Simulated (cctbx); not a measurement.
# Interatomic vectors of V5Cr2Ag3O12

Space group C2 (no. 5), a = 5.3160 Å, b = 9.6670 Å, c = 10.2710 Å, α = 90.00°, β = 102.45°, γ = 90.00°, content Ag6 Cr4 V10 O24.

Simulated single-crystal data (cctbx): synchrotron X-rays, λ = 0.6889 Å, to d = 0.65 Å, 70 % of the full sphere, strongest reflection 40000 counts, noise from counting, a 4 % proportional error and a noise floor of 15 counts (s.d.); no absorption.

Patterson synthesis, origin scaled to 1000:

```text
Patterson group C 1 2/m 1
      u       v       w   height  length (A)
  0.000   0.000   0.000   1000.0     0.00
  0.000   0.500   0.500    753.1     7.05
  0.247   0.166   0.248    677.7     3.06
  0.000   0.333   0.000    506.7     3.22
  0.000   0.167   0.500    472.0     5.38
  0.248   0.000   0.749    452.3     3.14
  0.124   0.167   0.875    209.5     2.25
  0.127   0.334   0.376    203.3     4.97
  0.127   0.000   0.376    198.5     3.78
  0.125   0.500   0.876    194.7     5.08
  0.031   0.078   0.966     31.9     0.87
  0.029   0.421   0.468     31.6     6.28
  0.219   0.244   0.279     26.5     3.70
  0.211   0.087   0.282     25.6     2.99
```

**Question.** Which atom pairs make the peaks, and where is the heaviest atom?

A peak at u stands for all pairs with xi − xj = u, with weight Σ ZiZj against Σ Z² = 22384 at the origin. Peak heights follow these weights only roughly, since form factors, motion and series ripples differ, all vectors within 0.55 Å of a peak are counted as merged into it though the farther ones add only part of their weight, and F(000) is left out, which lowers the whole map:

| u | v | w | shortest length (Å) | height | 1000 ΣZiZj/ΣZ² | pairs in the cell |
| --- | --- | --- | --- | --- | --- | --- |
| 0.000 | 0.500 | 0.500 | 5.25 | 753 | 949 | 4 × Ag–Ag, 4 × Ag–V, 8 × V–V, 4 × Cr–Cr, 24 × O–O |
| 0.247 | 0.166 | 0.248 | 3.06 | 678 | 803 | 4 × Ag–Cr, 2 × Ag–Ag, 4 × Ag–V, 6 × V–V, 24 × O–O |
| 0.000 | 0.333 | 0.000 | 3.11 | 507 | 654 | 6 × Ag–V, 6 × Cr–V, 2 × Ag–Cr, 24 × O–O, 2 × V–V |
| 0.000 | 0.167 | 0.500 | 5.38 | 472 | 654 | 6 × Ag–V, 6 × Cr–V, 2 × Ag–Cr, 24 × O–O, 2 × V–V |
| 0.248 | 0.000 | 0.749 | 3.14 | 452 | 652 | 8 × Ag–V, 8 × Cr–V, 24 × O–O |
| 0.124 | 0.167 | 0.875 | 2.25 | 210 | 435 | 12 × Ag–O, 20 × V–O, 8 × Cr–O |
| 0.127 | 0.334 | 0.376 | 4.80 | 203 | 435 | 12 × Ag–O, 20 × V–O, 8 × Cr–O |
| 0.127 | 0.000 | 0.376 | 3.77 | 198 | 435 | 12 × Ag–O, 20 × V–O, 8 × Cr–O |
| 0.125 | 0.500 | 0.876 | 2.12 | 195 | 435 | 12 × Ag–O, 20 × V–O, 8 × Cr–O |

The table stops at ten peaks or at a height of 45, below which ripples compete. In the model behind the data Ag, the heaviest element, has 2 independent sites: (0, 0.0764, 0) and (0.2660, 0.4127, 0.7591), up to an allowed shift of origin; the Ag–Ag vectors are differences of these positions and their symmetry mates. The whole model:

| atom | mult. | x | y | z | Ueq (Å²) |
| --- | --- | --- | --- | --- | --- |
| Ag1 | 2 | 0 | 0.0764 | 0 | 0.0109 |
| Ag2 | 4 | 0.2660 | 0.4127 | 0.7591 | 0.0076 |
| Cr1 | 2 | 0 | 0.2479 | 1/2 | 0.0087 |
| Cr2 | 2 | 1/2 | 0.2496 | 0 | 0.0078 |
| V1 | 2 | 1/2 | 0.0780 | 1/2 | 0.0080 |
| V2 | 4 | 0.7594 | 0.2437 | 0.7613 | 0.0110 |
| V3 | 2 | 0 | 0.4341 | 0 | 0.0178 |
| V4 | 2 | 1/2 | 0.4179 | 1/2 | 0.0093 |
| O1 | 4 | 0.8687 | 0.0870 | 0.6149 | 0.0142 |
| O2 | 4 | 0.6394 | 0.0963 | 0.8875 | 0.0121 |
| O3 | 4 | 0.1125 | 0.2681 | 0.8857 | 0.0137 |
| O4 | 4 | 0.1264 | 0.3963 | 0.3897 | 0.0183 |
| O5 | 4 | 0.6053 | 0.2418 | 0.3828 | 0.0150 |
| O6 | 4 | 0.3710 | 0.4005 | 0.1182 | 0.0123 |

The model is made up (kin elements in a known structure type, no relaxation), so it says nothing on whether the phase exists.

[Logs are printed without paths, hosts, clocks, repeated set-up lines and the standing remarks that a program may print on its own settings, such as how far it seeks lower states.]
